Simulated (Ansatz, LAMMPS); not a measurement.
# Elastic response of glassy 56SiO2-19BaO-25CaO (mol %) (82 atoms)

Aim: relax glassy 56SiO2-19BaO-25CaO (mol %) (82 atoms), then change its volume and shape to read moduli from the stress.

Method: Kohn-Sham DFT, PBE, PAW (set soft_2), plane waves, in Ansatz 0.2.0.

### Step 1. Starting point

The cell holds 82 atoms: 18 Si, 6 Ba, 8 Ca and 50 O. Cell: a = 10.676 Å, b = 10.676 Å, c = 10.676 Å, α = 90.0°, β = 90.0°, γ = 90.0°. 82 atoms (18 Si, 6 Ba, 8 Ca, 50 O) placed at random at 3.25 g/cm³, melted at 4000 K for 10 ps at fixed volume with the Morse and Coulomb pair potential with partial charges (Pedone, Malavasi, Menziani, Cormack and Segre, J. Phys. Chem. B 110, 11780 (2006)). Quenched from 4000 K to 300 K at 10 K/ps and fixed volume, held 10 ps at zero pressure.

Limits known from the start: The quench rate of 10 K/ps far exceeds what a furnace or splat quench reaches, so expect more defects and frozen-in strain than in a real sample. The starting topology of bonds comes from the classical model, and needn't be the one that DFT or experiment would give. Only the Γ point is sampled. The levels lack spin–orbit coupling, which is large for the heavy elements here.

### Step 2. Single point at the start

The forces at the start show how far the geometry lies from a minimum of this functional.

input.yaml reads:

```yaml
crystal:
  lattice:
    - [10.67573, 0.0, 0.0]
    - [0.0, 10.67573, 0.0]
    - [0.0, 0.0, 10.67573]
  atoms:
    - { symbol: Si, position: [0.16391, 0.8242, 0.74932] }
    - { symbol: Si, position: [0.81324, 0.06647, 0.80217] }
    - { symbol: Si, position: [0.46768, 0.06801, 0.74554] }
    - { symbol: Si, position: [0.62494, 0.33345, 0.48466] }
    - { symbol: Si, position: [0.65109, 0.3134, 0.20211] }
    - { symbol: Si, position: [0.39579, 0.6624, 0.68883] }
    - { symbol: Si, position: [0.40365, 0.67181, 0.08298] }
    - { symbol: Si, position: [0.00353, 0.713, 0.37051] }
    - { symbol: Si, position: [0.62707, 0.88292, 0.30079] }
    - { symbol: Si, position: [0.33252, 0.92664, 0.95305] }
    - { symbol: Si, position: [0.25658, 0.59476, 0.31756] }
    - { symbol: Si, position: [0.20406, 0.19502, 0.67571] }
    - { symbol: Si, position: [0.66635, 0.04798, 0.54469] }
    - { symbol: Si, position: [0.90133, 0.19087, 0.28057] }
    - { symbol: Si, position: [0.11329, 0.37083, 0.18796] }
    - { symbol: Si, position: [0.89573, 0.68577, 0.79359] }
    - { symbol: Si, position: [0.06758, 0.96409, 0.25852] }
    - { symbol: Si, position: [0.33866, 0.41501, 0.54171] }
    - { symbol: Ba, position: [0.0914, 0.64892, 0.02957] }
    - { symbol: Ba, position: [0.66976, 0.64208, 0.52879] }
    - { symbol: Ba, position: [0.37664, 0.31752, 0.97202] }
    - { symbol: Ba, position: [0.10586, 0.11491, 0.98723] }
    - { symbol: Ba, position: [0.66529, 0.41958, 0.82971] }
    - { symbol: Ba, position: [0.97388, 0.37743, 0.53875] }
    - { symbol: Ca, position: [0.58642, 0.06039, 0.05157] }
    - { symbol: Ca, position: [0.96729, 0.97974, 0.56296] }
    - { symbol: Ca, position: [0.87335, 0.9039, 0.03778] }
    - { symbol: Ca, position: [0.72939, 0.62987, 0.14547] }
    - { symbol: Ca, position: [0.36761, 0.11353, 0.24638] }
    - { symbol: Ca, position: [0.99527, 0.36954, 0.85044] }
    - { symbol: Ca, position: [0.63263, 0.78966, 0.87103] }
    - { symbol: Ca, position: [0.30888, 0.89026, 0.45051] }
    - { symbol: O, position: [0.33284, 0.55955, 0.01012] }
    - { symbol: O, position: [0.20093, 0.27711, 0.80811] }
    - { symbol: O, position: [0.84924, 0.70723, 0.94503] }
    - { symbol: O, position: [0.09429, 0.88525, 0.14025] }
    - { symbol: O, position: [0.54505, 0.0151, 0.62756] }
    - { symbol: O, position: [0.15892, 0.50743, 0.23146] }
    - { symbol: O, position: [0.77092, 0.22005, 0.20825] }
    - { symbol: O, position: [0.14684, 0.87981, 0.61262] }
    - { symbol: O, position: [0.52875, 0.64243, 0.75657] }
    - { symbol: O, position: [0.51404, 0.18488, 0.80811] }
    - { symbol: O, position: [0.53076, 0.22847, 0.17758] }
    - { symbol: O, position: [0.80504, 0.76185, 0.71038] }
    - { symbol: O, position: [0.71911, 0.99057, 0.88864] }
    - { symbol: O, position: [0.34453, 0.52458, 0.64672] }
    - { symbol: O, position: [0.47954, 0.36936, 0.53051] }
    - { symbol: O, position: [0.93793, 0.66396, 0.23682] }
    - { symbol: O, position: [0.49034, 0.94384, 0.30897] }
    - { symbol: O, position: [0.68812, 0.94802, 0.43227] }
    - { symbol: O, position: [0.32601, 0.10385, 0.69272] }
    - { symbol: O, position: [0.18172, 0.01526, 0.32613] }
    - { symbol: O, position: [0.96826, 0.07232, 0.20206] }
    - { symbol: O, position: [0.99988, 0.30597, 0.27616] }
    - { symbol: O, position: [0.77341, 0.04691, 0.65275] }
    - { symbol: O, position: [0.6632, 0.41458, 0.09863] }
    - { symbol: O, position: [0.2432, 0.30209, 0.57022] }
    - { symbol: O, position: [0.22869, 0.27927, 0.19474] }
    - { symbol: O, position: [0.3445, 0.80707, 0.04283] }
    - { symbol: O, position: [0.94352, 0.99891, 0.84336] }
    - { symbol: O, position: [0.63764, 0.73723, 0.3101] }
    - { symbol: O, position: [0.695, 0.92463, 0.17483] }
    - { symbol: O, position: [0.45135, 0.95348, 0.85022] }
    - { symbol: O, position: [0.33691, 0.05215, 0.03174] }
    - { symbol: O, position: [0.41273, 0.73995, 0.56869] }
    - { symbol: O, position: [0.89098, 0.15054, 0.41921] }
    - { symbol: O, position: [0.04094, 0.74141, 0.7916] }
    - { symbol: O, position: [0.83408, 0.20919, 0.84884] }
    - { symbol: O, position: [0.21334, 0.91778, 0.8638] }
    - { symbol: O, position: [0.30384, 0.49771, 0.42021] }
    - { symbol: O, position: [0.27821, 0.7279, 0.75993] }
    - { symbol: O, position: [0.72253, 0.39693, 0.57011] }
    - { symbol: O, position: [0.98513, 0.87242, 0.35674] }
    - { symbol: O, position: [0.0606, 0.37314, 0.04636] }
    - { symbol: O, position: [0.35824, 0.64458, 0.22494] }
    - { symbol: O, position: [0.89685, 0.54135, 0.77928] }
    - { symbol: O, position: [0.65188, 0.37096, 0.33934] }
    - { symbol: O, position: [0.63514, 0.1795, 0.48915] }
    - { symbol: O, position: [0.16546, 0.70017, 0.37191] }
    - { symbol: O, position: [0.54758, 0.67861, 0.04125] }
    - { symbol: O, position: [0.07141, 0.14609, 0.64331] }
    - { symbol: O, position: [0.95971, 0.63752, 0.48434] }
kpoints:
  mp_grid: { grid: [1, 1, 1] }
hamiltonian:
  xc: pbe
scf:
  occupations: { method: fermi_dirac, width: 0.05 }
output:
  forces: true
```

The run is started by

```
ansatz run input.yaml --threads 4 --pin off --max-ram 8192MiB --backend cpu --events-out ev --progress --plain --runs-dir out
```

Numbers of over 12 decimals in the logs are rounded to 6 here.

What it wrote:

```text
[...]
Pseudopotentials: kind: paw
Pseudopotential: Si, paw, valence charge 4, recommended cutoff 420 eV (normal), Si.paw.azcp
Pseudopotential: Ba, paw, valence charge 10, recommended cutoff 420 eV (normal), Ba.paw.azcp
Pseudopotential: Ca, paw, valence charge 10, recommended cutoff 420 eV (normal), Ca.paw.azcp
Pseudopotential: O, paw, valence charge 6, recommended cutoff 420 eV (normal), O.paw.azcp
[... 5 lines on functional and potentials left out ...]
Crystal: 82 atoms, lattice volume = 1216.726 Å³
Basis set: ecut = 420 eV, 23847 PW (Γ), exchange–correlation on 144×144×144 points (8 copies of the dense FFT grid, shifted against one another)
Bands: 338, of which v1, the nominal top of the filled ones, is band 256 counted from 1 (255 counted from 0)
Symmetry: 1 space group operations
Space group: P1 (ITA 1), of the structure as read, at distance tolerance 1.1e-4 Å
k-points: 1
[... 9 lines on functional and potentials left out ...]
Initial density: superposition of atomic densities (neutral atoms: chi_scale 0, normalization atom), corrected by the library's trained network
Initial wavefunctions: pseudopotential atomic-orbital guess
[...]
SCF iter   1: F=—  HF=-90152.032141 eV  |F-HF|=—  |Δ(HF+E_count)|=         —  Δρ=1.90e-3  dr2=4.87e-2  ethr=1.77e-3  ⟨swp⟩=7.0  Hψ=1697  notcnv=0  defer=60
preconditioner: auto → Resta (q_TF=auto, 2.362 Å⁻¹)  ε∞=3.4  [insulator: Δε(μ)=3.316 eV  Ē_g=14.990 eV  σ=0.050 eV  W_gap=1.00  n_scr=256 (ndim 8)  ℏωp=23.4 eV  f_vac=0.096  D(μ)=0.00/eV (n_scr^D=0)  ε∞_Penn≈3.4]
SCF iter   2: F=—  HF=-90152.042552 eV  |F-HF|=—  |Δ(HF+E_count)|=   1.04e-2  Δρ=1.02e-3  dr2=1.13e-2  ethr=9.51e-6  ⟨swp⟩=2.0  Hψ=631  notcnv=0  defer=61
SCF iter   3: F=—  HF=-90152.046107 eV  |F-HF|=—  |Δ(HF+E_count)|=   3.55e-3  Δρ=4.29e-4  dr2=3.01e-3  ethr=2.20e-6  ⟨swp⟩=2.0  Hψ=444  notcnv=0  defer=20
automatic band count: iteration 3 solves 297 bands in place of 338: the levels show a gap, and the empty bands left out lie too high to hold charge; the band table lists the bands solved (type scf.n_extra_bands for more)
SCF iter   4: F=—  HF=-90152.046798 eV  |F-HF|=—  |Δ(HF+E_count)|=   6.91e-4  Δρ=1.18e-4  dr2=2.20e-4  ethr=5.89e-7  ⟨swp⟩=2.0  Hψ=429  notcnv=0  defer=20
SCF iter   5: F=—  HF=-90152.046858 eV  |F-HF|=—  |Δ(HF+E_count)|=   5.96e-5  Δρ=7.82e-5  dr2=6.59e-5  ethr=4.31e-8  ⟨swp⟩=2.0  Hψ=489  notcnv=0  defer=20
SCF iter   6: F=—  HF=-90152.048715 eV  |F-HF|=—  |Δ(HF+E_count)|=   1.86e-3  Δρ=2.74e-5  dr2=8.60e-6  ethr=1.29e-8  ⟨swp⟩=2.0  Hψ=503  notcnv=0  defer=20
SCF iter   7: F=—  HF=-90152.048718 eV  |F-HF|=—  |Δ(HF+E_count)|=   2.68e-6  Δρ=8.71e-6  dr2=1.03e-6  ethr=1.68e-9  ⟨swp⟩=2.0  Hψ=450  notcnv=0  defer=20
SCF iter   8: F=—  HF=-90152.048718 eV  |F-HF|=—  |Δ(HF+E_count)|=   8.96e-7  Δρ=7.35e-6  dr2=5.46e-7  ethr=2.02e-10  ⟨swp⟩=2.0  Hψ=489  notcnv=0  defer=20
SCF iter   9: F=-90152.048718 eV  HF=-90152.048718 eV  |F-HF|=2.47e-8  |Δ(HF+E_count)|=   9.71e-9  Δρ=1.33e-6  dr2=2.31e-8  ethr=1.95e-11  ⟨swp⟩=3.0  Hψ=1021  notcnv=0
SCF 1 converged in 9 iterations: F = -90152.048718 eV  dr2 = 2.31e-8
[...]
SCF converged after 9 iterations
Free energy (F): -90152.048718 eV
Harris-Foulkes:  -90152.048718 eV  (|F-HF|=2.47e-8)
Internal energy: -90152.048718 eV  (E = F + TS)
E sigma→0 (E₀):  -90152.048718 eV
Fermi energy:    7.133332 eV
--- Per-component energies (eV) ---
[...]
Σ components = -90152.048718   (vs F -90152.048718, Δ=0.00e0)
--- Forces (eV/Å), atoms counted from 1 ---
  atom   1  Si    -0.16695521    -0.53134728    -0.93800708
  atom   2  Si     1.75946479     0.23292472     0.89962039
  atom   3  Si    -2.46937260    -2.26078944    -1.90400225
  atom   4  Si    -1.87338093    -2.76569173    -1.04811510
[...]
atom  82  O     -1.43818488    -1.52478075     2.48327545
  max |Σ_I F_I| component: 6.37e-5 eV/Å
```

Elapsed: 15 s, on 4 threads of Arm Neoverse V1, shared host; peak memory 1.4 GiB; 54 s of CPU time.

The r.m.s. force at the start is 1.3 eV/Å.

### Step 3. Cell and atoms relaxed

Cell and atoms are freed together, to release stress as well as forces.

input.yaml reads:

```yaml
crystal:
  lattice:
    - [10.67573, 0.0, 0.0]
    - [0.0, 10.67573, 0.0]
    - [0.0, 0.0, 10.67573]
  atoms:
    [... the 82 atom lines of step 2 ...]
kpoints:
  mp_grid: { grid: [1, 1, 1] }
hamiltonian:
  xc: pbe
scf:
  occupations: { method: fermi_dirac, width: 0.05 }
output:
  forces: true
relax:
  f_tol: 0.05
  max_steps: 150
  cell: {}
```

What it wrote:

```text
[...]
Crystal: 82 atoms, lattice volume = 1216.726 Å³
Basis set: ecut = 420 eV, 23847 PW (Γ), exchange–correlation on 144×144×144 points (8 copies of the dense FFT grid, shifted against one another)
Bands: 338, of which v1, the nominal top of the filled ones, is band 256 counted from 1 (255 counted from 0)
Symmetry: 1 space group operations
[...]
k-points: 1
[...]
SCF iter   1: F=—  HF=-90152.032141 eV  |F-HF|=—  |Δ(HF+E_count)|=         —  Δρ=1.90e-3  dr2=4.87e-2  ethr=1.77e-3  ⟨swp⟩=7.0  Hψ=1697  notcnv=0  defer=60
[...]
SCF iter   8: F=—  HF=-90152.048718 eV  |F-HF|=—  |Δ(HF+E_count)|=   8.88e-7  Δρ=7.34e-6  dr2=5.47e-7  ethr=2.03e-10  ⟨swp⟩=2.0  Hψ=489  notcnv=0  defer=61
SCF iter   9: F=-90152.048718 eV  HF=-90152.048718 eV  |F-HF|=2.49e-8  |Δ(HF+E_count)|=   6.78e-9  Δρ=1.33e-6  dr2=2.31e-8  ethr=1.95e-11  ⟨swp⟩=3.0  Hψ=1062  notcnv=0
SCF 1 converged in 9 iterations: F = -90152.048718 eV  dr2 = 2.31e-8
[...]
relax step   1: F+E_penalty+E_count = -90152.04871848 eV  Δ(F+E_penalty+E_count) = +0.000e0 eV  max|allowed force component| = 4.657e0 eV/Å  Δτ_max = 0.0000 Å  P = +4.630 GPa  Ω = 1216.726 Å³  (9 SCF iters, dr2 threshold 1.00e-7 eV, accepted)
[... from here on, the SCF cycles and remarks between the steps are left out ...]
relax step   2: F+E_penalty+E_count = -90156.46554679 eV  Δ(F+E_penalty+E_count) = -4.417e0 eV  max|allowed force component| = 2.295e0 eV/Å  Δτ_max = 0.1950 Å  P = +3.341 GPa  Ω = 1205.268 Å³  energy of the carried Pulay correction = +3.318e-2 eV  (8 SCF iters, dr2 threshold 8.20e-6 eV, accepted)
relax step   3: F+E_penalty+E_count = -90158.59428736 eV  Δ(F+E_penalty+E_count) = -2.129e0 eV  max|allowed force component| = 1.195e0 eV/Å  Δτ_max = 0.1910 Å  P = +0.890 GPa  Ω = 1214.580 Å³  energy of the carried Pulay correction = +6.189e-3 eV  (8 SCF iters, dr2 threshold 8.20e-6 eV, accepted)
relax step   4: F+E_penalty+E_count = -90159.16720590 eV  Δ(F+E_penalty+E_count) = -5.729e-1 eV  max|allowed force component| = 7.558e-1 eV/Å  Δτ_max = 0.2000 Å  P = +0.264 GPa  Ω = 1225.689 Å³  energy of the carried Pulay correction = -2.574e-2 eV  (7 SCF iters, dr2 threshold 8.20e-6 eV, accepted)
relax step   5: F+E_penalty+E_count = -90159.33961133 eV  Δ(F+E_penalty+E_count) = -1.724e-1 eV  max|allowed force component| = 3.259e-1 eV/Å  Δτ_max = 0.0776 Å  P = -0.214 GPa  Ω = 1233.767 Å³  energy of the carried Pulay correction = -4.877e-2 eV  (7 SCF iters, dr2 threshold 8.20e-6 eV, accepted)
relax step   6: F+E_penalty+E_count = -90159.40040957 eV  Δ(F+E_penalty+E_count) = -6.080e-2 eV  max|allowed force component| = 4.760e-1 eV/Å  Δτ_max = 0.2000 Å  P = +0.080 GPa  Ω = 1223.479 Å³  energy of the carried Pulay correction = -1.941e-2 eV  (8 SCF iters, dr2 threshold 6.64e-6 eV, accepted)
relax step   7: F+E_penalty+E_count = -90159.48934356 eV  Δ(F+E_penalty+E_count) = -8.893e-2 eV  max|allowed force component| = 1.592e-1 eV/Å  Δτ_max = 0.2000 Å  P = -0.024 GPa  Ω = 1224.631 Å³  energy of the carried Pulay correction = -2.271e-2 eV  (7 SCF iters, dr2 threshold 8.20e-6 eV, accepted)
relax step   8: F+E_penalty+E_count = -90159.47398036 eV  Δ(F+E_penalty+E_count) = +1.536e-2 eV  max|allowed force component| = 3.060e-1 eV/Å  Δτ_max = 0.2000 Å  P = -0.023 GPa  Ω = 1222.739 Å³  energy of the carried Pulay correction = -1.729e-2 eV  (9 SCF iters, dr2 threshold 1.58e-6 eV, rejected (line search))
relax step   9: F+E_penalty+E_count = -90159.52669163 eV  Δ(F+E_penalty+E_count) = -3.735e-2 eV  max|allowed force component| = 1.464e-1 eV/Å  Δτ_max = 0.0984 Å  P = +0.073 GPa  Ω = 1224.303 Å³  energy of the carried Pulay correction = -2.177e-2 eV  (12 SCF iters, accepted)
relax step  10: F+E_penalty+E_count = -90159.55114436 eV  Δ(F+E_penalty+E_count) = -2.445e-2 eV  max|allowed force component| = 1.207e-1 eV/Å  Δτ_max = 0.1000 Å  P = -0.007 GPa  Ω = 1223.993 Å³  energy of the carried Pulay correction = -2.088e-2 eV  (7 SCF iters, dr2 threshold 1.34e-6 eV, accepted)
relax step  11: F+E_penalty+E_count = -90159.59595140 eV  Δ(F+E_penalty+E_count) = -4.481e-2 eV  max|allowed force component| = 1.974e-1 eV/Å  Δτ_max = 0.1490 Å  P = -0.142 GPa  Ω = 1223.588 Å³  energy of the carried Pulay correction = -1.972e-2 eV  (8 SCF iters, dr2 threshold 9.11e-7 eV, accepted)
relax step  12: F+E_penalty+E_count = -90159.63130498 eV  Δ(F+E_penalty+E_count) = -3.535e-2 eV  max|allowed force component| = 6.407e-1 eV/Å  Δτ_max = 0.1967 Å  P = -0.268 GPa  Ω = 1223.463 Å³  energy of the carried Pulay correction = -1.936e-2 eV  (7 SCF iters, dr2 threshold 2.44e-6 eV, accepted)
relax step  13: F+E_penalty+E_count = -90159.72504374 eV  Δ(F+E_penalty+E_count) = -9.374e-2 eV  max|allowed force component| = 1.964e-1 eV/Å  Δτ_max = 0.2000 Å  P = +0.006 GPa  Ω = 1224.623 Å³  energy of the carried Pulay correction = -2.269e-2 eV  (7 SCF iters, dr2 threshold 8.20e-6 eV, accepted)
relax step  14: F+E_penalty+E_count = -90159.26559054 eV  Δ(F+E_penalty+E_count) = +4.595e-1 eV  max|allowed force component| = 8.441e-1 eV/Å  Δτ_max = 0.1964 Å  P = -0.473 GPa  Ω = 1223.996 Å³  energy of the carried Pulay correction = -2.089e-2 eV  (9 SCF iters, dr2 threshold 2.41e-6 eV, rejected (line search))
relax step  15: F+E_penalty+E_count = -90159.76048167 eV  Δ(F+E_penalty+E_count) = -3.544e-2 eV  max|allowed force component| = 2.047e-1 eV/Å  Δτ_max = 0.0982 Å  P = -0.024 GPa  Ω = 1226.045 Å³  energy of the carried Pulay correction = -2.676e-2 eV  (12 SCF iters, accepted)
relax step  16: F+E_penalty+E_count = -90159.79658066 eV  Δ(F+E_penalty+E_count) = -3.610e-2 eV  max|allowed force component| = 1.752e-1 eV/Å  Δτ_max = 0.1000 Å  P = +0.007 GPa  Ω = 1225.495 Å³  energy of the carried Pulay correction = -2.518e-2 eV  (7 SCF iters, dr2 threshold 2.62e-6 eV, accepted)
relax step  17: F+E_penalty+E_count = -90159.81044543 eV  Δ(F+E_penalty+E_count) = -1.386e-2 eV  max|allowed force component| = 2.919e-1 eV/Å  Δτ_max = 0.1347 Å  P = -0.139 GPa  Ω = 1224.753 Å³  energy of the carried Pulay correction = -2.306e-2 eV  (7 SCF iters, dr2 threshold 1.92e-6 eV, accepted)
relax step  18: F+E_penalty+E_count = -90159.83331990 eV  Δ(F+E_penalty+E_count) = -2.287e-2 eV  max|allowed force component| = 1.908e-1 eV/Å  Δτ_max = 0.0552 Å  P = -0.043 GPa  Ω = 1223.166 Å³  energy of the carried Pulay correction = -1.851e-2 eV  (6 SCF iters, dr2 threshold 5.32e-6 eV, accepted)
relax step  19: F+E_penalty+E_count = -90159.85901147 eV  Δ(F+E_penalty+E_count) = -2.569e-2 eV  max|allowed force component| = 3.900e-1 eV/Å  Δτ_max = 0.2000 Å  P = +0.044 GPa  Ω = 1219.675 Å³  energy of the carried Pulay correction = -8.488e-3 eV  (8 SCF iters, dr2 threshold 2.27e-6 eV, accepted)
relax step  20: F+E_penalty+E_count = -90159.88603767 eV  Δ(F+E_penalty+E_count) = -2.703e-2 eV  max|allowed force component| = 1.474e-1 eV/Å  Δτ_max = 0.2000 Å  P = +0.010 GPa  Ω = 1220.312 Å³  energy of the carried Pulay correction = -1.032e-2 eV  (7 SCF iters, dr2 threshold 8.20e-6 eV, accepted)
relax step  21: F+E_penalty+E_count = -90159.88600672 eV  Δ(F+E_penalty+E_count) = +3.095e-5 eV  max|allowed force component| = 9.372e-2 eV/Å  Δτ_max = 0.0533 Å  P = -0.018 GPa  Ω = 1223.420 Å³  energy of the carried Pulay correction = -1.924e-2 eV  (7 SCF iters, dr2 threshold 1.36e-6 eV, accepted)
relax step  22: F+E_penalty+E_count = -90159.89755015 eV  Δ(F+E_penalty+E_count) = -1.154e-2 eV  max|allowed force component| = 3.389e-2 eV/Å  Δτ_max = 0.0488 Å  P = +0.010 GPa  Ω = 1221.237 Å³  energy of the carried Pulay correction = -1.298e-2 eV  (7 SCF iters, dr2 threshold 5.49e-7 eV, accepted)
relax step  23: F+E_penalty+E_count = -90159.93331945 eV  Δ(F+E_penalty+E_count) = -3.577e-2 eV  max|allowed force component| = 3.400e-2 eV/Å  Δτ_max = 0.0000 Å  P = +0.067 GPa  Ω = 1221.237 Å³  stress off target by 2.91e-1 GPa  SCF on the basis re-selected at this cell (its energy is not comparable with the rows above)  (7 SCF iters)
relax step  24: F+E_penalty+E_count = -90159.93253756 eV  Δ(F+E_penalty+E_count) = +7.819e-4 eV  max|allowed force component| = 2.799e-2 eV/Å  Δτ_max = 0.0382 Å  P = -0.025 GPa  Ω = 1223.861 Å³  energy of the carried Pulay correction = -8.226e-3 eV  (8 SCF iters, dr2 threshold 2.12e-7 eV, accepted)
relax step  25: F+E_penalty+E_count = -90159.93372970 eV  Δ(F+E_penalty+E_count) = -1.192e-3 eV  max|allowed force component| = 3.575e-2 eV/Å  Δτ_max = 0.0120 Å  P = +0.008 GPa  Ω = 1223.737 Å³  energy of the carried Pulay correction = -7.912e-3 eV  (8 SCF iters, dr2 threshold 6.63e-9 eV, accepted)
relax step  26: F+E_penalty+E_count = -90159.94265657 eV  Δ(F+E_penalty+E_count) = -8.927e-3 eV  max|allowed force component| = 3.556e-2 eV/Å  Δτ_max = 0.0000 Å  P = +0.011 GPa  Ω = 1223.737 Å³  stress off target by 2.77e-2 GPa  SCF on the basis re-selected at this cell (its energy is not comparable with the rows above)  (5 SCF iters)
[...]
SCF converged after 5 iterations
Free energy (F): -90159.942657 eV
[...]
Internal energy: -90159.942657 eV  (E = F + TS)
E sigma→0 (E₀):  -90159.942657 eV
Fermi energy:    6.967642 eV
[...]
Σ components = -90159.942657   (vs F -90159.942657, Δ=0.00e0)
--- Forces (eV/Å), atoms counted from 1 ---
  atom   1  Si    -0.00435576    -0.00739126     0.00428385
  atom   2  Si    -0.03342833     0.00503007    -0.00781837
  atom   3  Si     0.01114551    -0.00290108    -0.00123770
  atom   4  Si     0.00650184     0.01570725     0.02165579
[...]
atom  82  O      0.00257673    -0.00114570     0.00272966
  max |Σ_I F_I| component: 2.25e-5 eV/Å
--- Stress (GPa, compression-positive) ---
        0.020246      -0.005773      -0.001326
       -0.005771       0.010289       0.016776
       -0.001325       0.016777       0.003005
  P = ⅓ Tr σ = 0.0112 GPa (0.112 kbar)
--- Relaxed structure (24 steps of the walk, 22 accepted, 2 SCFs on fresh bases) ---
  F+E_penalty+E_count = -90159.94265657 eV   max|allowed force component| = 3.556e-2 eV/Å   (the final SCF, on the basis selected at the relaxed cell)
  cell:  # Å, volume = 1223.7365 Å³
    - [10.615528, -0.000355006, -0.028625]
    - [-0.000355006, 10.836141, 0.283712]
    - [-0.028625, 0.283712, 10.645791]
  atoms:
    - { symbol: Si, position: [0.172907, 0.799911, 0.753046] }
    - { symbol: Si, position: [0.822940, 0.078878, 0.801070] }
    - { symbol: Si, position: [0.453180, 0.071966, 0.765113] }
    - { symbol: Si, position: [0.633144, 0.346686, 0.461037] }
[...]
- { symbol: O, position: [0.936373, 0.621724, 0.465665] }
```

Run time: 5.7 min. Hardware: 4 threads; peak memory 1.5 GiB.

The relaxation converged after 24 steps, with a largest force component of 0.036 eV/Å.

(Continued in part 2 of 3.)

[Logs are printed without paths, hosts, clocks, repeated set-up lines and the standing remarks that a program may print on its own settings, such as how far it seeks lower states.]

[Hosts, paths, dates, database ids (printed as entryN), source tags and the programs' standing remarks are cut or masked in the printed files.]
